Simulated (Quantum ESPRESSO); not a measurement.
**MnSe: turning two sublattices against each other**

How does the energy of MnSe follow the angle between its sublattices, and is it a Heisenberg cosine?

Calculated with Quantum ESPRESSO 7.5; LDA with U = 4 eV on Mn d (ortho-atomic projectors); plane waves with GBRV 1.5 LDA potentials, no spin-orbit coupling.

The database entry behind the starting cell differs from later determinations by our own check (about 0.4 % short), so it need not match the best structure at ambient conditions.

**1. Starting point**

It takes space group Fm-3m (No. 225, cubic). The conventional cell has a = 5.440 Å, b = 5.440 Å, c = 5.440 Å, α = 90.00°, β = 90.00°, γ = 90.00°. Nearest to Mn lie 6 Se at 2.72 Å. Se has 6 Mn at 2.72 Å nearest. Farther neighbours and most contacts between anions are not listed.

The cell comes from the Crystallography Open Database.

**2. The collinear order that defines the sublattices**

Typed as antiferro q=(0,1/2,1/2) +-. The wavevector q is in fractions of the reciprocal vectors of the crystal's primitive cell, as the cells of these inputs are built from it; moments change sign between cells as cos(2π q·R).

Input file pw.in:

```
&CONTROL
  calculation = 'scf'
  prefix = 'pwscf'
  outdir = './tmp'
  pseudo_dir = './pseudo'
  disk_io = 'nowf'
/
&SYSTEM
  ibrav = 0
  celldm(1) = 8
  nat = 4
  ntyp = 3
  ecutwfc = 34
  ecutrho = 238
  nbnd = 30
  occupations = 'smearing'
  smearing = 'fd'
  degauss = 0.00734986
  nspin = 2
  starting_magnetization(1) = 0.3
  starting_magnetization(2) = -0.3
  starting_magnetization(3) = 0
/
&ELECTRONS
  conv_thr = 4d-08
  electron_maxstep = 150
  mixing_beta = 0.3
/
ATOMIC_SPECIES
Mn1    54.9380 mn_lda_v1.5.uspp.F.UPF
Mn2    54.9380 mn_lda_v1.5.uspp.F.UPF
Se     78.9710 se_lda_v1.uspp.F.UPF
CELL_PARAMETERS alat
   0.0000000000000    0.6425068823728    0.6425068823728
   1.2850137647455    0.0000000000000    1.2850137647455
   1.2850137647455    0.6425068823728    0.6425068823728
ATOMIC_POSITIONS crystal
Mn1     0.0000000000    0.0000000000    0.0000000000
Mn2     0.0000000000    0.5000000000    0.0000000000
Se      0.5000000000    0.0000000000    0.5000000000
Se      0.5000000000    0.5000000000    0.5000000000
K_POINTS automatic
4 2 4 0 0 0
HUBBARD {ortho-atomic}
U Mn1-3d 4.0000
U Mn2-3d 4.0000
```

On the command line:

```console
$ OMP_NUM_THREADS=1 mpirun -n 4 pw.x -nk 4 -in pw.in > pw.out
```

Output:

```text
Program PWSCF v.7.5 starts

     Message from routine setup:
     using ibrav=0 with symmetry is DISCOURAGED, use correct ibrav instead

     K-points division:     npool     =       4
     Subspace diagonalization in iterative solution of the eigenvalue problem:

     G-vector sticks info
     --------------------
     sticks:   dense  smooth     PW     G-vecs:    dense   smooth      PW
     Sum        1727     989    305                33727    14607    2509

     Using Slab Decomposition

     bravais-lattice index     =            0
     lattice parameter (alat)  =       8.0000  a.u.
     unit-cell volume          =     543.2044 (a.u.)^3
     number of atoms/cell      =            4
     number of atomic types    =            3
     number of electrons       =        42.00
     number of Kohn-Sham states=           30
     kinetic-energy cutoff     =      34.0000  Ry
     charge density cutoff     =     238.0000  Ry
     scf convergence threshold =      4.0E-08
     mixing beta               =       0.3000
     number of iterations used =            8  plain     mixing
     Exchange-correlation= SLA  PZ   NOGX NOGC
                           (   1   1   0   0   0   0   0)
     Hubbard projectors: ortho-atomic
     Hubbard parameters of DFT+U (Dudarev formulation) in eV:
     U(Mn1-3d) =  4.0000
     U(Mn2-3d) =  4.0000

     Internal variables: lda_plus_u =T, lda_plus_u_kind = 0

     Internal variables: orbital_resolved =F, hub_pot_fix =F, apply_U = F

     celldm(1)=   8.000000  celldm(2)=   0.000000  celldm(3)=   0.000000
     celldm(4)=   0.000000  celldm(5)=   0.000000  celldm(6)=   0.000000

     crystal axes: (cart. coord. in units of alat)
               a(1) = (   0.000000   0.642507   0.642507 )
               a(2) = (   1.285014   0.000000   1.285014 )
               a(3) = (   1.285014   0.642507   0.642507 )

     reciprocal axes: (cart. coord. in units 2 pi/alat)
               b(1) = ( -0.778202  0.778202  0.778202 )
               b(2) = ( -0.000000 -0.778202  0.778202 )
               b(3) = (  0.778202  0.778202 -0.778202 )

     PseudoPot. # 1 for Mn read from file:
     mn_lda_v1.5.uspp.F.UPF
     Pseudo is Ultrasoft + core correction, Zval = 15.0
     Generated by new atomic code, or converted to UPF format
     Using radial grid of  859 points,  6 beta functions with:
                l(1) =   0
                l(2) =   0
                l(3) =   1
                l(4) =   1
                l(5) =   2
                l(6) =   2
     Q(r) pseudized with  8 coefficients,  rinner =    0.950   0.950   0.950
                                                       0.950   0.950

     PseudoPot. # 2 for Mn read from file:
     mn_lda_v1.5.uspp.F.UPF
     Pseudo is Ultrasoft + core correction, Zval = 15.0
     Generated by new atomic code, or converted to UPF format
     Using radial grid of  859 points,  6 beta functions with:
                l(1) =   0
                l(2) =   0
                l(3) =   1
                l(4) =   1
                l(5) =   2
                l(6) =   2
     Q(r) pseudized with  8 coefficients,  rinner =    0.950   0.950   0.950
                                                       0.950   0.950

     PseudoPot. # 3 for Se read from file:
     se_lda_v1.uspp.F.UPF
     Pseudo is Ultrasoft + core correction, Zval =  6.0
     Generated by new atomic code, or converted to UPF format
     Using radial grid of  877 points,  6 beta functions with:
                l(1) =   0
                l(2) =   0
                l(3) =   1
                l(4) =   1
                l(5) =   2
                l(6) =   2
     Q(r) pseudized with  8 coefficients,  rinner =    1.300   1.300   1.300
                                                       1.300   1.300

     atomic species   valence    mass     pseudopotential
     Mn1              15.00    54.93800     Mn( 1.00)
     Mn2              15.00    54.93800     Mn( 1.00)
     Se                6.00    78.97100     Se( 1.00)

     Starting magnetic structure
     atomic species   magnetization
     Mn1             0.300
     Mn2            -0.300
     Se              0.000

     16 Sym. Ops., with inversion, found

   Cartesian axes

     site n.     atom                  positions (alat units)
         1        Mn1    tau(   1) = (   0.0000000   0.0000000   0.0000000  )
         2        Mn2    tau(   2) = (   0.6425069   0.0000000   0.6425069  )
         3        Se     tau(   3) = (   0.6425069   0.6425069   0.6425069  )
         4        Se     tau(   4) = (   1.2850138   0.6425069   1.2850138  )

     number of k points=    10  Fermi-Dirac smearing, width (Ry)=  0.0073
                       cart. coord. in units 2pi/alat
        k(    1) = (   0.0000000   0.0000000   0.0000000), wk =   0.0312500
        k(    2) = (   0.1945504   0.1945504  -0.1945504), wk =   0.2500000
        k(    3) = (  -0.3891009  -0.3891009   0.3891009), wk =   0.0625000
        k(    4) = (   0.0000000   0.3891009  -0.3891009), wk =   0.0625000
        k(    5) = (  -0.3891009   0.0000000   0.0000000), wk =   0.0312500
        [... 5 further k-points ...]

     Dense  grid:    33727 G-vectors     FFT dimensions: (  36,  72,  64)

     Smooth grid:    14607 G-vectors     FFT dimensions: (  27,  54,  48)

     Check: negative core charge=   -0.000017
     Generating pointlists ...
     new r_m :   0.2650 (alat units)  2.1203 (a.u.) for type    1
     new r_m :   0.2650 (alat units)  2.1203 (a.u.) for type    2
     new r_m :   0.2650 (alat units)  2.1203 (a.u.) for type    3

     Initial potential from superposition of free atoms

     starting charge      40.9997, renormalised to      42.0000

     STARTING HUBBARD OCCUPATIONS:

     =================== HUBBARD OCCUPATIONS ===================
     ------------------------ ATOM    1 ------------------------
     Tr[ns(  1)] (up, down, total) =   5.00000  0.00000  5.00000
     Atomic magnetic moment for atom   1 =   5.00000
     [... lines left out ...]
     ------------------------ ATOM    2 ------------------------
     Tr[ns(  2)] (up, down, total) =   0.00000  5.00000  5.00000
     Atomic magnetic moment for atom   2 =  -5.00000
     [... lines left out ...]
     Number of occupied Hubbard levels =   10.0000

     Atomic wfc used for Hubbard projectors are orthogonalized

     Starting wfcs are   34 randomized atomic wfcs

     Self-consistent Calculation

     iteration #  1     ecut=    34.00 Ry     beta= 0.30
     Davidson diagonalization with overlap
     ethr =  1.00E-02,  avg # of iterations =  4.3

     =================== HUBBARD OCCUPATIONS ===================
     ------------------------ ATOM    1 ------------------------
     Tr[ns(  1)] (up, down, total) =   4.85197  0.14938  5.00135
     Atomic magnetic moment for atom   1 =   4.70258
     [... lines left out ...]
     ------------------------ ATOM    2 ------------------------
     Tr[ns(  2)] (up, down, total) =   0.14940  4.85157  5.00098
     Atomic magnetic moment for atom   2 =  -4.70217
     [... lines left out ...]
     Number of occupied Hubbard levels =   10.0023

     total energy              =    -508.45236708 Ry
     estimated scf accuracy    <       0.95359971 Ry

     total magnetization       =     0.00 Bohr mag/cell
     absolute magnetization    =     9.68 Bohr mag/cell

     iteration #  2     ecut=    34.00 Ry     beta= 0.30
     Davidson diagonalization with overlap
     ethr =  2.27E-03,  avg # of iterations =  2.0

     total energy              =    -508.61101915 Ry
     estimated scf accuracy    <       0.04571567 Ry

     total magnetization       =    -0.00 Bohr mag/cell
     absolute magnetization    =     9.65 Bohr mag/cell

     iteration #  3     ecut=    34.00 Ry     beta= 0.30
     Davidson diagonalization with overlap
     ethr =  1.09E-04,  avg # of iterations =  4.4

     negative rho (up, down):  2.336E-04 2.337E-04

     total energy              =    -508.62397498 Ry
     estimated scf accuracy    <       0.01952821 Ry

     total magnetization       =    -0.00 Bohr mag/cell
     absolute magnetization    =     9.63 Bohr mag/cell

     [... further iterations left out ...]

     iteration #  9     ecut=    34.00 Ry     beta= 0.30
     Davidson diagonalization with overlap
     ethr =  3.34E-08,  avg # of iterations =  2.2

     negative rho (up, down):  3.179E-04 3.179E-04

     total energy              =    -508.62647302 Ry
     estimated scf accuracy    <       0.00000036 Ry

     total magnetization       =    -0.00 Bohr mag/cell
     absolute magnetization    =     9.66 Bohr mag/cell

     iteration # 10     ecut=    34.00 Ry     beta= 0.30
     Davidson diagonalization with overlap
     ethr =  8.62E-10,  avg # of iterations =  3.5

     negative rho (up, down):  3.178E-04 3.178E-04

     total energy              =    -508.62647297 Ry
     estimated scf accuracy    <       0.00000076 Ry

     total magnetization       =     0.00 Bohr mag/cell
     absolute magnetization    =     9.66 Bohr mag/cell

     iteration # 11     ecut=    34.00 Ry     beta= 0.30
     Davidson diagonalization with overlap
     ethr =  8.62E-10,  avg # of iterations =  2.0

     negative rho (up, down):  3.177E-04 3.177E-04

     total energy              =    -508.62647300 Ry
     estimated scf accuracy    <       0.00000010 Ry

     total magnetization       =     0.00 Bohr mag/cell
     absolute magnetization    =     9.66 Bohr mag/cell

     iteration # 12     ecut=    34.00 Ry     beta= 0.30
     Davidson diagonalization with overlap
     ethr =  2.38E-10,  avg # of iterations =  2.0

     negative rho (up, down):  3.176E-04 3.176E-04

     Magnetic moment per site  (integrated on atomic sphere of radius R)
     atom   1 (R=0.265)  charge= 13.3210  magn=  4.5005
     atom   2 (R=0.265)  charge= 13.3210  magn= -4.5005
     atom   3 (R=0.265)  charge=  4.4091  magn= -0.0336
     atom   4 (R=0.265)  charge=  4.4091  magn=  0.0336

     End of self-consistent calculation

     =================== HUBBARD OCCUPATIONS ===================
     ------------------------ ATOM    1 ------------------------
     Tr[ns(  1)] (up, down, total) =   4.96969  0.29682  5.26652
     Atomic magnetic moment for atom   1 =   4.67287
     [... lines left out ...]
     ------------------------ ATOM    2 ------------------------
     Tr[ns(  2)] (up, down, total) =   0.29682  4.96969  5.26652
     Atomic magnetic moment for atom   2 =  -4.67287
     [... lines left out ...]
     Number of occupied Hubbard levels =   10.5330

     [... lines left out ...]
     the Fermi energy is     9.4685 ev

!    total energy              =    -508.62647301 Ry
     estimated scf accuracy    <          5.1E-09 Ry
     smearing contrib. (-TS)   =      -0.00135968 Ry
     internal energy E=F+TS    =    -508.62511333 Ry

     The total energy is F=E-TS. E is the sum of the following terms:
     one-electron contribution =    -280.57910564 Ry
     hartree contribution      =     154.23884670 Ry
     xc contribution           =    -111.40292466 Ry
     ewald contribution        =    -270.97003917 Ry
     Hubbard energy            =       0.08810943 Ry

     total magnetization       =    -0.00 Bohr mag/cell
     absolute magnetization    =     9.66 Bohr mag/cell

     convergence has been achieved in  12 iterations

=------------------------------------------------------------------------------=
   JOB DONE.
=------------------------------------------------------------------------------=
```

The job ended after 14 s (4 MPI ranks of Arm Neoverse V1, shared host; peak memory 0.44 GiB).

Spin moment in the atom's sphere by atom:

| atom | spin moment in the atom's sphere (μB) |
| --- | --- |
| Mn1 | 4.50 |
| Mn2 | -4.50 |
| Se3 | -0.03 |
| Se4 | 0.03 |

This step gave:

| Item | Value |
| --- | --- |
| smearing term TS | 0.01850 eV |
| magnetization | 0 μB |
| absolute magnetization | 9.66 μB |
| final state | antiferromagnetic |

**3. The parallel state in the same cell**

This run has no penalty. It is needed because the penalty of the later runs acts on every atom: an induced moment is typed with its parallel value times cos(θ/2) along z and its opposed value times sin(θ/2) along x, rounded to 0.01 μB.

Input file pw.in:

```
&CONTROL
  calculation = 'scf'
  prefix = 'pwscf'
  outdir = './tmp'
  pseudo_dir = './pseudo'
  disk_io = 'nowf'
/
&SYSTEM
  ibrav = 0
  celldm(1) = 8
  nat = 4
  ntyp = 2
  ecutwfc = 34
  ecutrho = 238
  nbnd = 34
  occupations = 'smearing'
  smearing = 'fd'
  degauss = 0.00734986
  nspin = 2
  starting_magnetization(1) = 0.3
  starting_magnetization(2) = 0
/
&ELECTRONS
  conv_thr = 4d-08
  electron_maxstep = 150
  mixing_beta = 0.3
/
ATOMIC_SPECIES
Mn     54.9380 mn_lda_v1.5.uspp.F.UPF
Se     78.9710 se_lda_v1.uspp.F.UPF
CELL_PARAMETERS alat
   0.0000000000000    0.6425068823728    0.6425068823728
   1.2850137647455    0.0000000000000    1.2850137647455
   1.2850137647455    0.6425068823728    0.6425068823728
ATOMIC_POSITIONS crystal
Mn      0.0000000000    0.0000000000    0.0000000000
Mn      0.0000000000    0.5000000000    0.0000000000
Se      0.5000000000    0.0000000000    0.5000000000
Se      0.5000000000    0.5000000000    0.5000000000
K_POINTS automatic
4 2 4 0 0 0
HUBBARD {ortho-atomic}
U Mn-3d 4.0000
```

Output:

```text
     [... lines left out ...]
Program PWSCF v.7.5 starts
     [... lines left out ...]
     number of atoms/cell      =            4
     [... lines left out ...]
     number of electrons       =        42.00
     number of Kohn-Sham states=           34
     kinetic-energy cutoff     =      34.0000  Ry
     charge density cutoff     =     238.0000  Ry
     scf convergence threshold =      4.0E-08
     [... lines left out ...]
     16 Sym. Ops., with inversion, found
     [... lines left out ...]
     number of k points=    10  Fermi-Dirac smearing, width (Ry)=  0.0073
     [... lines left out ...]
     iteration # 10     ecut=    34.00 Ry     beta= 0.30
     [... lines left out ...]
     Magnetic moment per site  (integrated on atomic sphere of radius R)
     atom   1 (R=0.265)  charge= 13.3200  magn=  4.5321
     atom   2 (R=0.265)  charge= 13.3200  magn=  4.5321
     atom   3 (R=0.265)  charge=  4.4096  magn=  0.1059
     atom   4 (R=0.265)  charge=  4.4096  magn=  0.1059
     [... lines left out ...]
     Tr[ns(  1)] (up, down, total) =   4.97121  0.28498  5.25619
     [... lines left out ...]
     Tr[ns(  2)] (up, down, total) =   4.97121  0.28498  5.25619
     [... lines left out ...]
     the Fermi energy is     9.4758 ev
!    total energy              =    -508.62531987 Ry
     estimated scf accuracy    <       0.00000004 Ry
     smearing contrib. (-TS)   =      -0.00167858 Ry
     [... lines left out ...]
     total magnetization       =    10.00 Bohr mag/cell
     absolute magnetization    =    10.00 Bohr mag/cell
     convergence has been achieved in  10 iterations
```

Elapsed: 13 s, on 4 MPI ranks; peak memory 0.43 GiB.

Spin moment in the atom's sphere by atom:

```csv
atom,spin moment in the atom's sphere (μB)
Mn1,4.53
Mn2,4.53
Se3,0.11
Se4,0.11
```

Read from the output:

```yaml
smearing_term_ts: 0.02284 eV
magnetization: 9.998 μB
absolute_magnetization: 9.998 μB
final_state: ferromagnetic
```

[end of part 1 of 3]

[Logs and program files are shortened in this print: banners, set-up blocks, solver, clock and traceback lines can be left out without a mark of their own.]

[Logs are printed without paths, hosts, clocks, repeated set-up lines and the standing remarks that a program may print on its own settings, such as how far it seeks lower states.]

[Hosts, paths, dates, database ids (printed as entryN), source tags and the programs' standing remarks are cut or masked in the printed files.]

[Where a cell is said to come from a database of computed structures, the database is the Materials Project.]
